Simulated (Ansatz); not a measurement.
# SnH2 (model cell, started as rutile): from the cell to its phonons, part 3 of 3

Wanted: phonon frequencies of SnH2 (model cell, started as rutile) and what follows from them.

Ansatz 0.2.0; DFT PBE, scalar-relativistic, plane waves, PAW.

So far. Step 4 (Tight relaxation): The largest force component left is 0.014 meV/Å and the pressure is 0.000 GPa, within the tolerances set. The cell now holds 14.32 Å³/atom. Step 5 (Zone-centre response): Before it was imposed, the acoustic sum rule was missed by 2.4e-5 eV/Å². Small misses are needed for a sound result but don't prove that mesh and cutoff are converged. The relaxed cell has a = 4.858, c = 3.642 Å (conventional setting).

The structure was built from a prototype and need not be the compound's stable phase.

**6. The dispersion (continued)**

Frequencies (cm⁻¹) solved at each irreducible wavevector; negative means imaginary. Frequencies by wavevector, by row:

| q in reciprocal lattice units | star | mode 1 | mode 2 | mode 3 | mode 4 | mode 16 | mode 17 | mode 18 |
| --- | --- | --- | --- | --- | --- | --- | --- | --- |
| 0 0 0 | 1 | -557.4 | -342.6 | 0 | 0 | 621.4 | 658.1 | 976.8 |
| 0 0 0.25 | 2 | -463 | -426.4 | -426.4 | -289.8 | 568.8 | 689.7 | 956.8 |
| 0 0 -0.5 | 1 | -804.8 | -804.8 | 65.5 | 65.5 | 552.8 | 825.7 | 825.7 |
| 0 -0.5 0 | 2 | -345.8 | -345.8 | 40.4 | 40.4 | 586.5 | 798.2 | 798.2 |
| 0 -0.5 0.25 | 4 | -382.7 | -382.7 | 41.3 | 41.3 | 564.9 | 841.6 | 841.6 |
| 0 -0.5 -0.5 | 2 | -722.1 | -722.1 | -30.2 | -30.2 | 472.4 | 887.6 | 887.6 |
| -0.5 -0.5 0 | 1 | -442.9 | -442.9 | -4.8 | -4.8 | 522.2 | 871 | 871 |
| -0.5 -0.5 0.25 | 2 | -358.2 | -358.2 | -325.1 | -325.1 | 551.2 | 843.5 | 843.5 |
| -0.5 -0.5 -0.5 | 1 | -793.6 | -793.6 | 48.9 | 48.9 | 534.9 | 838.3 | 838.3 |

Interpolated from a 2×2×4 q mesh. The phonon branches at the labelled points (cm⁻¹):

| point | branch 1 | branch 2 | branch 3 | branch 4 | branch 15 | branch 16 | branch 17 | branch 18 |
| --- | --- | --- | --- | --- | --- | --- | --- | --- |
| Γ | -557 | -343 | 0 | 0 | 571 | 621 | 658 | 977 |
| halfway | -486 | -315 | -40 | 17 | 580 | 597 | 627 | 940 |
| X | -346 | -346 | 40 | 40 | 586 | 586 | 798 | 798 |
| halfway | -397 | -397 | 40 | 40 | 555 | 555 | 836 | 836 |
| M | -443 | -443 | -5 | -5 | 522 | 522 | 871 | 871 |
| halfway | -460 | -337 | -22 | 22 | 566 | 576 | 672 | 928 |
| Γ | -557 | -343 | 0 | 0 | 571 | 621 | 658 | 977 |
| halfway | -463 | -426 | -426 | -290 | 569 | 569 | 690 | 957 |
| Z | -805 | -805 | 66 | 66 | 553 | 553 | 826 | 826 |
| halfway | -763 | -763 | 65 | 65 | 492 | 492 | 863 | 863 |
| R | -722 | -722 | -30 | -30 | 472 | 472 | 888 | 888 |
| halfway | -756 | -756 | 58 | 58 | 510 | 510 | 868 | 868 |
| A | -794 | -794 | 49 | 49 | 535 | 535 | 838 | 838 |
| halfway | -768 | -747 | -47 | 60 | 489 | 540 | 834 | 892 |
| Z | -805 | -805 | 66 | 66 | 553 | 553 | 826 | 826 |
| jump to X | -346 | -346 | 40 | 40 | 586 | 586 | 798 | 798 |
| halfway | -383 | -383 | 41 | 41 | 565 | 565 | 842 | 842 |
| R | -722 | -722 | -30 | -30 | 472 | 472 | 888 | 888 |
| jump to M | -443 | -443 | -5 | -5 | 522 | 522 | 871 | 871 |
| halfway | -358 | -358 | -325 | -325 | 551 | 551 | 844 | 844 |
| A | -794 | -794 | 49 | 49 | 535 | 535 | 838 | 838 |

The phonon density of states has structure finer than the step of the table below, so its rows give means over 50 cm⁻¹, whole bins alone (the curve runs from -810 to 990 cm⁻¹). Peaks (cm⁻¹: height): -350.0: 0.0100, 50.0: 0.0652, 370.0: 0.0239, 530.0: 0.0289, 850.0: 0.0154.

Tetrahedra on a 14×14×20 mesh, mean over bins of 20 cm-1. Interpolated from a 2×2×4 q mesh. Phonon density of states against wavenumber; means over each step:

wavenumber (cm⁻¹), phonon density of states (1/cm⁻¹/cell) and a bar:
```
     -750     0.0034 #
     -700     0.0031 #
     -650     0.0021 
     -600     0.0017 
     -550     0.0026 #
     -500     0.0042 #
     -450     0.0066 ###
     -400     0.0080 ####
     -350     0.0075 ####
     -300     0.0022 
     -250     0.0023 
     -200     0.0027 #
     -150     0.0030 #
     -100     0.0040 #
      -50     0.0061 ###
        0     0.0102 #####
       50     0.0504 ##############################
      100     0.0422 #########################
      150     0.0124 #######
      200     0.0086 ####
      250     0.0092 #####
      300     0.0109 ######
      350     0.0160 #########
      400     0.0184 ##########
      450     0.0194 ###########
      500     0.0243 ##############
      550     0.0240 ##############
      600     0.0135 #######
      650     0.0018 
      700     0.0025 
      750     0.0036 #
      800     0.0059 ###
      850     0.0131 #######
      900     0.0098 #####
      950     0.0035 #
```

The partial phonon density of states has structure finer than the step of the table below, so its rows give means over 50 cm⁻¹, whole bins alone (the curve runs from -804 to 1016 cm⁻¹). Peaks (cm⁻¹: height): H -746.8: 0.00403, -357.5: 0.00972, 375.1: 0.0211, 523.9: 0.0268, 855.9: 0.0145; Sn 54.6: 0.0606.

Phonopy on the run's constants, 11x11x15 mesh, Gaussian sigma 13.0 cm-1. Interpolated from a 2×2×4 q mesh. Partial phonon density of states against wavenumber; means over each step; values in 1/cm⁻¹/cell:

| wavenumber (cm⁻¹) | H | Sn |
| --- | --- | --- |
| -750 | 0.00353 | 0 |
| -700 | 0.00234 | 0 |
| -650 | 0.00334 | 0 |
| -600 | 7.9e-4 | 0 |
| -550 | 0.00186 | 1.4e-5 |
| -500 | 0.00497 | 3.8e-5 |
| -450 | 0.00685 | 7.8e-5 |
| -400 | 0.00665 | 9.6e-5 |
| -350 | 0.00813 | 1.2e-4 |
| -300 | 0.00226 | 4.7e-5 |
| -250 | 0.00266 | 1.7e-4 |
| -200 | 0.00239 | 2.6e-4 |
| -150 | 0.00209 | 5.9e-4 |
| -100 | 0.00157 | 0.00171 |
| -50 | 0.00148 | 0.00530 |
| 0 | 4.5e-4 | 0.00876 |
| 50 | 0.00124 | 0.0498 |
| 100 | 0.00180 | 0.0409 |
| 150 | 0.00339 | 0.00889 |
| 200 | 0.00650 | 0.00160 |
| 250 | 0.00896 | 4.5e-4 |
| 300 | 0.0105 | 2.6e-4 |
| 350 | 0.0160 | 2.3e-4 |
| 400 | 0.0181 | 1.9e-4 |
| 450 | 0.0193 | 1.8e-4 |
| 500 | 0.0241 | 1.8e-4 |
| 550 | 0.0240 | 1.1e-4 |
| 600 | 0.0134 | 1.7e-5 |
| 650 | 0.00203 | 1.9e-7 |
| 700 | 0.00256 | 0 |
| 750 | 0.00358 | 0 |
| 800 | 0.00591 | 3.5e-7 |
| 850 | 0.0130 | 8.4e-6 |
| 900 | 0.00971 | 3.8e-7 |
| 950 | 0.00359 | 0 |

Symmetry leaves 9 wavevectors to solve. The lowest mode among them, the acoustic zeros apart, lies at q = (0, 0, -0.5) and is imaginary, 804.8i cm⁻¹, so the energy falls along it.

**7. Summary of results**

```
space group after relaxation (within 0.01 Å)            : P4_2/mnm
volume per atom                                         : 14.3 Å³
electronic character                                    : no gap on this mesh
highest optical mode at the zone centre (no LO-TO term) : 977 cm⁻¹
lowest optical zone-centre mode                         : -557 cm⁻¹
lowest mode on the q mesh (acoustic modes at Γ apart)   : -805 cm⁻¹
highest frequency on the path or at a solved wavevector : 977 cm⁻¹
imaginary modes on the 2×2×4 q mesh                     : yes
```

In words: Modes are clearly imaginary (beyond 10i cm⁻¹) at 9 of the 9 irreducible wavevectors, most at q = (0, 0, -0.5) (804.8i cm⁻¹), so this structure is not a minimum of the energy. The optical modes at Γ span -557 to 977 cm⁻¹ (negative means imaginary). The highest mode in this list at Γ, 976.8 cm⁻¹, is mostly motion of H (100 % of the kinetic energy). With no gap, or one that is small against the smearing, the frequencies hang on the k mesh and the smearing, most of all near Kohn anomalies. Spin-orbit coupling is left out, which can matter for the heavy elements here. The starting cell was built on a prototype and not taken from a measurement, so the phase need not exist. These are harmonic frequencies at zero temperature: anharmonic shifts, linewidths and thermal expansion are left out.

[Logs are printed without paths, hosts, clocks, repeated set-up lines and the standing remarks that a program may print on its own settings, such as how far it seeks lower states.]

[Hosts, paths, dates, database ids (printed as entryN), source tags and the programs' standing remarks are cut or masked in the printed files.]
